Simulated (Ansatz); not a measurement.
Rows from a G0W0 calculation on GaP (zincblende (110) film, 7 layers) (Ansatz 0.2.0; G0W0 on LDA, plane waves, PAW; 6×4×1 mesh, 1035 empty bands, screening to 60 eV), in eV. Spin-orbit coupling is left out.

| row | k | band | start | Σx | Σc at the solution | Vxc |
| --- | --- | --- | --- | --- | --- | --- |
| A | (-0.500, 0.000, 0.000) | v1 | -6.209 | -15.376 | 1.695 | -13.372 |
| B | (-0.500, 0.000, 0.000) | c2 | -4.286 | -7.378 | -3.391 | -11.326 |
| C | Γ | c2 | -3.775 | -9.184 | -3.466 | -13.439 |
| D | Γ | v1 | -5.545 | -17.090 | 1.276 | -15.613 |
| E | Γ | c1 | -3.994 | -7.594 | -3.546 | -11.687 |
| F | (-0.500, 0.000, 0.000) | c1 | -4.689 | -7.102 | -3.352 | -10.960 |

**Question.** Work out each quasiparticle level and how far it moved.

The quasiparticle equation reads E = start + Σx + Σc(E) − Vxc.

```csv
row,E (eV),shift (eV)
A,-6.519,−0.309
B,-3.729,+0.558
C,-2.985,+0.790
D,-5.745,−0.200
E,-3.446,+0.547
F,-4.183,+0.506
```

The gap over the computed points goes from 0.86 eV to 1.56 eV.

Limits: not at the basis limit; coarse mesh for a sheet; no spin-orbit coupling.

[Paths, hosts, dates, memory and timing lines, banners, echoed tables and standing remarks are left out of the program output.]

[Logs are printed without paths, hosts, clocks, repeated set-up lines and the standing remarks that a program may print on its own settings, such as how far it seeks lower states.]

[Runs of the session that timed out or met a known fault of the program may be left out.]

[Cells called generated may have been cut or substituted from an entry of the Crystallography Open Database or the Materials Project.]

[Hosts, paths, dates, database ids (printed as entryN), source tags and the programs' standing remarks are cut or masked in the printed files.]
